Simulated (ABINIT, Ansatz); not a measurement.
# CsGeCl3 (R3m): bands and cutoff in G0W0 with ABINIT

Aim: raise bands and screening cutoff together for CsGeCl3 (R3m) and follow gap and time.

Method: LDA and many-body steps on it, plane waves, in ABINIT 10.8.3.

This is a report of a sequence of runs, with most program output left out.

**1. Starting point**

Symmetry: R3m, No. 160, trigonal system. The conventional cell has a = 7.694 Å, b = 7.694 Å, c = 9.535 Å, α = 90.00°, β = 90.00°, γ = 120.00°. Nearest to Cs lie 12 Cl at 3.86 to 3.90 Å. Ge has 3 Cl at 2.37 Å nearest. Nearest to Cl lie 2 Ge at 2.37 to 3.10 Å and 4 Cs at 3.86 to 3.90 Å. Farther neighbours and most contacts between anions are not listed.

The cell and positions are those that the Materials Project relaxed with its own functionals (PBE, PBE+U or r2SCAN), kept fixed. Spin-orbit coupling is left out unless a step names it.

**2. Empty states on the mesh, 2×2×2 mesh, 562 bands**

This step: ABINIT 10.8.3; DFT, LDA, plane waves, norm-conserving pseudopotentials.

The sums over transitions need many empty states on a uniform mesh; this step solves for them.

File run.abi:

```
acell 3*1.0 Angstrom
rprim 
  3.846816390705 2.220960478697 3.178300533600
  -3.846816390705 2.220960478697 3.178300533600
  0.000000000000 -4.441920957394 3.178300533600
ntypat 3
znucl 55 32 17
natom 5
typat 1 2 3 3 3
xred 
  0.998403350000 0.998403350000 0.998403350000
  0.515533150000 0.515533150000 0.515533150000
  0.496712670000 0.496712670000 0.948638170000
  0.496712670000 0.948638170000 0.496712670000
  0.948638170000 0.496712670000 0.496712670000
pp_dirpath "pseudos"
pseudos "Cs.upf, Ge.upf, Cl.upf"
ecut 56
ngkpt 2 2 2
nshiftk 1
shiftk 0 0 0
kptopt 1
chksymbreak 0
iscf -2
irdden 1
istwfk *1
nband 562
nbdbuf 50
tolwfr 1e-09
nstep 60
prtvol 0
indata_prefix "in"
outdata_prefix "out"
tmpdata_prefix "tmp"
```

Launch:

```bash
$ OMP_NUM_THREADS=4 mpirun -n 4 abinit run.abi > log
```

It took 8 min on 4 MPI ranks of Arm Neoverse V1, shared host; peak memory 1.6 GiB; 83 min of CPU time.

This step gave:

* gap: 1.977 eV
* k of the valence top: 0.5, 0.5, 0.5
* k of the conduction bottom: 0.5, 0.5, 0.5
* least direct gap: 1.977 eV
* k points computed: 4
* lowest point of the top converged band, above the valence top: 111.7640 eV

On this mesh the gap is 1.977 eV.

The density comes from a self-consistent run that is not shown.

**3. Screening, 2×2×2 mesh, 86 bands, screening to 76.2 eV**

The RPA dielectric matrix is built and inverted for each q.

This step: RPA screening on LDA, plane waves, norm-conserving pseudopotentials.

Changes to run.abi since step 2:

```diff
@@ -23,10 +23,11 @@
 chksymbreak 0
-iscf -2
-irdden 1
 istwfk *1
-nband 562
-nbdbuf 50
-tolwfr 1e-09
-nstep 60
-prtvol 0
+occopt 1
+irdwfk 1
+optdriver 3
+nband 86
+ecuteps 2.8
+inclvkb 2
+awtr 1
+symchi 1
 indata_prefix "in"
```

Launch:

```bash
$ OMP_NUM_THREADS=1 mpirun -n 16 abinit run.abi > log
```

It took 18 s on 16 MPI ranks; peak memory 7.5 GiB; 4.8 min of CPU time.

Numbers from this step:

```
ε∞ with local fields, on this mesh, along the program's q direction : 5.962
the same without local fields                                       : 7.22
plasma frequency                                                    : 20.98 eV
plane waves in the screening matrix                                 : 251
```

Local fields lower ε∞ by 17 %. On a Γ-centred mesh this coarse the value itself is usually too large, while a short band sum pulls it down.

**4. 86 bands, 76.2 eV**

The self-energy is evaluated for the states that the input lists, and the levels follow from it, in one-shot runs by the linearised quasiparticle equation.

This step: G0W0 on LDA, plane waves, norm-conserving pseudopotentials.

Changes to run.abi since step 3:

```diff
@@ -26,8 +26,17 @@
 irdwfk 1
-optdriver 3
+optdriver 4
 nband 86
+gwcalctyp 0
+ecutsigx 56
+symsigma 1
+nkptgw 2
+kptgw 
+  0.5000000000 0.5000000000 0.5000000000
+  0.0000000000 0.0000000000 0.0000000000
+bdgw 
+  25 28
+  24 29
 ecuteps 2.8
-inclvkb 2
-awtr 1
-symchi 1
+irdscr 1
+ppmodel 1
 indata_prefix "in"
```

Elapsed: 6.7 s, on 16 MPI ranks; peak memory 3.6 GiB.

This step gave:

* G0W0 gap on the points computed: 3.614 eV
* starting gap on the mesh: 1.977 eV
* k of the valence top: 0.5, 0.5, 0.5
* k of the conduction bottom: 0.5, 0.5, 0.5
* Z at the valence top: 0.794
* Z at the conduction bottom: 0.814
* least direct G0W0 gap on the computed points: 3.614 eV

The gap on the mesh goes from 1.98 eV to 3.61 eV, a correction of +1.64 eV.

**5. Screening, 2×2×2 mesh, 224 bands, screening to 141.5 eV**

This step: RPA screening on LDA, plane waves, norm-conserving pseudopotentials.

Changes to run.abi since step 4:

```diff
@@ -26,17 +26,8 @@
 irdwfk 1
-optdriver 4
-nband 86
-gwcalctyp 0
-ecutsigx 56
-symsigma 1
-nkptgw 2
-kptgw 
-  0.5000000000 0.5000000000 0.5000000000
-  0.0000000000 0.0000000000 0.0000000000
-bdgw 
-  25 28
-  24 29
-ecuteps 2.8
-irdscr 1
-ppmodel 1
+optdriver 3
+nband 224
+ecuteps 5.2
+inclvkb 2
+awtr 1
+symchi 1
 indata_prefix "in"
```

Run time: 55 s. Hardware: 16 MPI ranks; peak memory 9.1 GiB.

This step gave:

* ε∞ with local fields, on this mesh, along the program's q direction: 5.963
* the same without local fields: 7.233
* plasma frequency: 20.98 eV
* plane waves in the screening matrix: 619

**6. 224 bands, 141.5 eV**

This step: G0W0 on LDA, plane waves, norm-conserving pseudopotentials.

Changes to run.abi since step 5:

```diff
@@ -26,8 +26,17 @@
 irdwfk 1
-optdriver 3
+optdriver 4
 nband 224
+gwcalctyp 0
+ecutsigx 56
+symsigma 1
+nkptgw 2
+kptgw 
+  0.5000000000 0.5000000000 0.5000000000
+  0.0000000000 0.0000000000 0.0000000000
+bdgw 
+  25 28
+  24 29
 ecuteps 5.2
-inclvkb 2
-awtr 1
-symchi 1
+irdscr 1
+ppmodel 1
 indata_prefix "in"
```

Wall time 17 s (16 MPI ranks); peak memory 6.1 GiB; 4.5 min of CPU time.

Numbers from this step:

```yaml
g0w0_gap_on_the_points_computed: 3.64 eV
starting_gap_on_the_mesh: 1.977 eV
k_of_the_valence_top: 0.5, 0.5, 0.5
k_of_the_conduction_bottom: 0.5, 0.5, 0.5
z_at_the_valence_top: 0.787
z_at_the_conduction_bottom: 0.807
least_direct_g0w0_gap_on_the_computed_points: 3.64 eV
```

Against G0W0 in ABINIT (2×2×2 mesh, 86 bands, screening to 76.2 eV, Godby-Needs plasmon pole), the gap moves by +0.026 eV.

**7. Screening, 2×2×2 mesh, 512 bands, screening to 217.7 eV**

This step: RPA screening on LDA, plane waves, norm-conserving pseudopotentials.

Changes to run.abi since step 6:

```diff
@@ -26,17 +26,8 @@
 irdwfk 1
-optdriver 4
-nband 224
-gwcalctyp 0
-ecutsigx 56
-symsigma 1
-nkptgw 2
-kptgw 
-  0.5000000000 0.5000000000 0.5000000000
-  0.0000000000 0.0000000000 0.0000000000
-bdgw 
-  25 28
-  24 29
-ecuteps 5.2
-irdscr 1
-ppmodel 1
+optdriver 3
+nband 512
+ecuteps 8
+inclvkb 2
+awtr 1
+symchi 1
 indata_prefix "in"
```

Run time: 3.5 min. Hardware: 16 MPI ranks; peak memory 13 GiB; 56 min of CPU time.

This step gave:

- ε∞ with local fields, on this mesh, along the program's q direction: 5.965
- the same without local fields: 7.237
- plasma frequency: 20.98 eV
- plane waves in the screening matrix: 1207

**8. 512 bands, 217.7 eV**

This step: G0W0 on LDA, plane waves, norm-conserving pseudopotentials.

Changes to run.abi since step 7:

```diff
@@ -26,8 +26,17 @@
 irdwfk 1
-optdriver 3
+optdriver 4
 nband 512
+gwcalctyp 0
+ecutsigx 56
+symsigma 1
+nkptgw 2
+kptgw 
+  0.5000000000 0.5000000000 0.5000000000
+  0.0000000000 0.0000000000 0.0000000000
+bdgw 
+  25 28
+  24 29
 ecuteps 8
-inclvkb 2
-awtr 1
-symchi 1
+irdscr 1
+ppmodel 1
 indata_prefix "in"
```

It took 94 s on 16 MPI ranks; peak memory 13 GiB; 25 min of CPU time.

This step gave:

- G0W0 gap on the points computed: 3.722 eV
- starting gap on the mesh: 1.977 eV
- k of the valence top: 0.5, 0.5, 0.5
- k of the conduction bottom: 0.5, 0.5, 0.5
- least direct G0W0 gap on the computed points: 3.722 eV

Against G0W0 in ABINIT (2×2×2 mesh, 224 bands, screening to 141.5 eV, Godby-Needs plasmon pole), the gap moves by +0.082 eV.

**9. Side by side**

Times are wall times on 16 MPI ranks of Arm Neoverse V1, shared host, good to a factor of about two. A run's time includes the screening step that it read.

```tsv
run	mesh	bands	screening cutoff (eV)	DFT gap (eV)	gap on the mesh (eV)	direct (eV)	ε∞ used	time
86 bands, 76.2 eV	2×2×2	86	76.2	1.977	3.614	3.614	5.96	25 s
224 bands, 141.5 eV	2×2×2	224	141.5	1.977	3.640	3.640	5.96	72 s
512 bands, 217.7 eV	2×2×2	512	217.7	1.977	3.722	3.722	5.96	5.1 min
```

**10. Outcome**

```
86 bands, 76.2 eV   : 3.614 eV
224 bands, 141.5 eV : 3.640 eV
512 bands, 217.7 eV : 3.722 eV
known limits        : not at the basis limit; no spin-orbit coupling; coarse k mesh
```

In words: From the first rung to the last the gap moves by +0.11 eV for 12 times the time. The steps are not yet shrinking, so no limit is drawn. In the G0W0 runs levels were corrected at 2 k points alone, so a gap called «on the mesh» is the least over those, and an edge elsewhere would be missed. The 2×2×2 mesh is coarse for this cell, which bears on the long-range parts of exchange and screening. The many-body steps are scalar-relativistic: spin-orbit coupling is not in them.

[Paths, hosts, dates, memory and timing lines, banners, echoed tables and standing remarks are left out of the program output.]

[Logs are printed without paths, hosts, clocks, repeated set-up lines and the standing remarks that a program may print on its own settings, such as how far it seeks lower states.]

[Runs of the session that timed out or met a known fault of the program may be left out.]

[Hosts, paths, dates, database ids (printed as entryN), source tags and the programs' standing remarks are cut or masked in the printed files.]

[G0W0 gaps are taken among the corrected bands and points alone; a level outside them can change the order at an edge.]

[Where Ansatz stands beside ABINIT at settings called matched, ABINIT's density can come from a denser mesh and the files from another edition; pairs whose starting gaps differed by over 0.03 eV were left out, so agreement reads better than it is.]
